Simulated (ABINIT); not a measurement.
# Ba2TaBiO6 (R-3): G0W0 in ABINIT against the exchange cutoff

How does the gap of Ba2TaBiO6 (R-3) converge in the exchange cutoff?

Main program and level: ABINIT 10.8.3; LDA and many-body steps on it, plane waves.

Report form: the programs' logs are mostly left out.

## 1. The structure

Symmetry: R-3, No. 148, trigonal system. The conventional cell has a = 6.151 Å, b = 6.151 Å, c = 14.869 Å, α = 90.00°, β = 90.00°, γ = 120.00°. Nearest to Ba lie 12 O at 2.76 to 3.40 Å. Nearest to Ta lie 6 O at 2.01 Å. Nearest to Bi lie 6 O at 2.36 Å. O has 1 Ta at 2.01 Å and 1 Bi at 2.36 Å and 4 Ba at 2.76 to 3.40 Å nearest. Farther neighbours and most contacts between anions are not listed.

The cell and positions are those that the Materials Project relaxed with its own functionals (PBE, PBE+U or r2SCAN), kept fixed. Spin-orbit coupling is left out unless a step names it.

## 2. Screening, 2×2×2 mesh, 150 bands, screening to 130.6 eV

This step: ABINIT 10.8.3; RPA screening on LDA, plane waves, norm-conserving pseudopotentials.

The RPA dielectric matrix is built and inverted for each q.

run.abi reads:

```
acell 3*1.0 Angstrom
rprim 
  3.075626834241 1.775713980676 4.956223105800
  -3.075626834241 1.775713980676 4.956223105800
  0.000000000000 -3.551427961352 4.956223105800
ntypat 4
znucl 56 73 83 8
natom 10
typat 1 1 2 3 4 4 4 4 4 4
xred 
  0.748816000000 0.748816000000 0.748816000000
  0.251184000000 0.251184000000 0.251184000000
  0.500000000000 0.500000000000 0.500000000000
  0.000000000000 0.000000000000 0.000000000000
  0.725510000000 0.218856000000 0.322035000000
  0.218856000000 0.322035000000 0.725510000000
  0.322035000000 0.725510000000 0.218856000000
  0.274490000000 0.781144000000 0.677965000000
  0.677965000000 0.274490000000 0.781144000000
  0.781144000000 0.677965000000 0.274490000000
pp_dirpath "pseudos"
pseudos "Ba.upf, Ta.upf, Bi.upf, O.upf"
ecut 36
ngkpt 2 2 2
nshiftk 1
shiftk 0 0 0
kptopt 1
chksymbreak 0
istwfk *1
occopt 1
irdwfk 1
optdriver 3
nband 150
ecuteps 4.8
inclvkb 2
awtr 1
symchi 1
indata_prefix "in"
outdata_prefix "out"
tmpdata_prefix "tmp"
```

On the command line:

```console
$ OMP_NUM_THREADS=1 mpirun -n 8 abinit run.abi > log
```

Run time: 43 s. Hardware: 8 MPI ranks of AMD EPYC 9B14 (Zen 4), shared host; peak memory 5.2 GiB; 5.7 min of CPU time.

Numbers from this step:

```yaml
eps_infinity_with_local_fields_on_this_mesh_along_the_program_s_q_direction: 6.554
the_same_without_local_fields: 7.157
plasma_frequency: 26.70 eV
plane_waves_in_the_screening_matrix: 537
```

Local fields lower ε∞ by 8 %. On a Γ-centred mesh this coarse the value itself is usually too large, while a short band sum pulls it down.

## 3. 3.6 Ha

This step: G0W0 on LDA, plane waves, norm-conserving pseudopotentials.

Changes to run.abi since step 2:

```diff
@@ -31,8 +31,19 @@
 irdwfk 1
-optdriver 3
+optdriver 4
 nband 150
+gwcalctyp 0
+ecutsigx 3.6
+symsigma 1
+nkptgw 3
+kptgw 
+  0.5000000000 0.5000000000 0.5000000000
+  0.5000000000 0.0000000000 0.0000000000
+  0.0000000000 0.0000000000 0.0000000000
+bdgw 
+  41 45
+  41 44
+  40 44
 ecuteps 4.8
-inclvkb 2
-awtr 1
-symchi 1
+irdscr 1
+ppmodel 1
 indata_prefix "in"
```

Wall time 13 s (8 MPI ranks); peak memory 2.2 GiB.

This step gave:

| Quantity | Value |
| --- | --- |
| G0W0 gap on the points computed | 2.516 eV |
| starting gap on the mesh | 2.566 eV |
| k of the valence top | 0.5, 0.5, 0.5 |
| k of the conduction bottom | 0.5, 0, 0 |
| Z at the valence top | 0.79 |
| Z at the conduction bottom | 0.829 |
| least direct G0W0 gap on the computed points | 2.556 eV |

## 4. 7.2 Ha

Changes to run.abi since step 3:

```diff
@@ -34,3 +34,3 @@
 gwcalctyp 0
-ecutsigx 3.6
+ecutsigx 7.2
 symsigma 1
```

Elapsed: 22 s, on 8 MPI ranks; peak memory 2.5 GiB.

Numbers from this step:

```yaml
g0w0_gap_on_the_points_computed: 3.251 eV
starting_gap_on_the_mesh: 2.566 eV
k_of_the_valence_top: 0.5, 0.5, 0.5
k_of_the_conduction_bottom: 0.5, 0, 0
z_at_the_valence_top: 0.786
z_at_the_conduction_bottom: 0.827
least_direct_g0w0_gap_on_the_computed_points: 3.288 eV
```

## 5. 14.4 Ha

The self-energy is evaluated for the states that the input lists, and the levels follow from it, in one-shot runs by the linearised quasiparticle equation.

Changes to run.abi since step 4:

```diff
@@ -34,3 +34,3 @@
 gwcalctyp 0
-ecutsigx 7.2
+ecutsigx 14.4
 symsigma 1
```

Elapsed: 26 s, on 8 MPI ranks; peak memory 2.5 GiB; 3.4 min of CPU time.

This step gave:

* G0W0 gap on the points computed: 3.576 eV
* starting gap on the mesh: 2.566 eV
* k of the valence top: 0.5, 0.5, 0.5
* k of the conduction bottom: 0.5, 0, 0
* least direct G0W0 gap on the computed points: 3.613 eV

The gap on the mesh goes from 2.57 eV to 3.58 eV, a correction of +1.01 eV.

## 6. 25.2 Ha

Changes to run.abi since step 5:

```diff
@@ -34,3 +34,3 @@
 gwcalctyp 0
-ecutsigx 14.4
+ecutsigx 25.2
 symsigma 1
```

It took 25 s on 8 MPI ranks; peak memory 2.6 GiB.

This step gave:

* G0W0 gap on the points computed: 3.670 eV
* starting gap on the mesh: 2.566 eV
* k of the valence top: 0.5, 0.5, 0.5
* k of the conduction bottom: 0.5, 0, 0
* least direct G0W0 gap on the computed points: 3.706 eV

Against the run before, the gap moves by +0.094 eV.

## 7. 36 Ha

Changes to run.abi since step 6:

```diff
@@ -34,3 +34,3 @@
 gwcalctyp 0
-ecutsigx 25.2
+ecutsigx 36
 symsigma 1
```

It took 23 s on 8 MPI ranks; peak memory 2.6 GiB.

Numbers from this step:

```
G0W0 gap on the points computed              : 3.683 eV
starting gap on the mesh                     : 2.566 eV
k of the valence top                         : 0.5, 0.5, 0.5
k of the conduction bottom                   : 0.5, 0, 0
least direct G0W0 gap on the computed points : 3.718 eV
```

Against the run before, the gap moves by +0.013 eV.

## 8. Side by side

Times are wall times on 8 MPI ranks of AMD EPYC 9B14 (Zen 4), shared host, good to a factor of about two. A run's time includes the screening step that it read.

| run | mesh | bands | screening cutoff (eV) | DFT gap (eV) | gap on the mesh (eV) | direct (eV) | ε∞ used | time |
| --- | --- | --- | --- | --- | --- | --- | --- | --- |
| 3.6 Ha | 2×2×2 | 150 | 130.6 | 2.566 | 2.516 | 2.556 | 6.55 | 57 s |
| 7.2 Ha | 2×2×2 | 150 | 130.6 | 2.566 | 3.251 | 3.288 | 6.55 | 66 s |
| 14.4 Ha | 2×2×2 | 150 | 130.6 | 2.566 | 3.576 | 3.613 | 6.55 | 69 s |
| 25.2 Ha | 2×2×2 | 150 | 130.6 | 2.566 | 3.670 | 3.706 | 6.55 | 68 s |
| 36 Ha | 2×2×2 | 150 | 130.6 | 2.566 | 3.683 | 3.718 | 6.55 | 66 s |

## 9. Results

```json
{
 "3.6 Ha": "2.516 eV",
 "7.2 Ha": "3.251 eV",
 "14.4 Ha": "3.576 eV",
 "25.2 Ha": "3.670 eV",
 "36 Ha": "3.683 eV",
 "known limits": "not at the basis limit; exchange with frozen shells missing; no spin-orbit coupling; coarse k mesh"
}
```

**Reading.** The setting moved: exchange cutoff. From 3.6 Ha to 36 Ha the gap moves by +1.17 eV. The last step still moves it by +0.013 eV. Bands and screening cutoff are coupled, so a series along one setting does not show full convergence. Below the screening cutoff the correlation part is cut too. Bands and cutoff are finite, so the gap is not at the basis limit. The miss can reach some tenths of an eV and take either sign; the mesh is an error of its own. In the first G0W0 run levels were corrected at 3 k points alone, so a gap called «on the mesh» is the least over those, and an edge elsewhere would be missed. The 2×2×2 mesh is coarse for this cell, which bears on the long-range parts of exchange and screening. Where an edge is built on 6p states of lead, bismuth or thallium, scalar-relativistic gaps usually stand too wide, by a few tenths to over one eV. The norm-conserving file of at least one element keeps a d shell over frozen s and p shells of the same row. Exchange with those shells is missing from the self-energy, an error of 0.3 to 0.9 eV in cases checked, whose sign depends on which edge lies on those atoms. The many-body steps are scalar-relativistic: spin-orbit coupling is not in them.

[Paths, hosts, dates, memory and timing lines, banners, echoed tables and standing remarks are left out of the program output.]

[Logs are printed without paths, hosts, clocks, repeated set-up lines and the standing remarks that a program may print on its own settings, such as how far it seeks lower states.]

[Runs of the session that timed out or met a known fault of the program may be left out.]

[No measured gap is set beside runs whose start may be inverted or whose files or cutoffs have a known fault.]

[Hosts, paths, dates, database ids (printed as entryN), source tags and the programs' standing remarks are cut or masked in the printed files.]

[G0W0 gaps are taken among the corrected bands and points alone; a level outside them can change the order at an edge.]

[Where Ansatz stands beside ABINIT at settings called matched, ABINIT's density can come from a denser mesh and the files from another edition; pairs whose starting gaps differed by over 0.03 eV were left out, so agreement reads better than it is.]
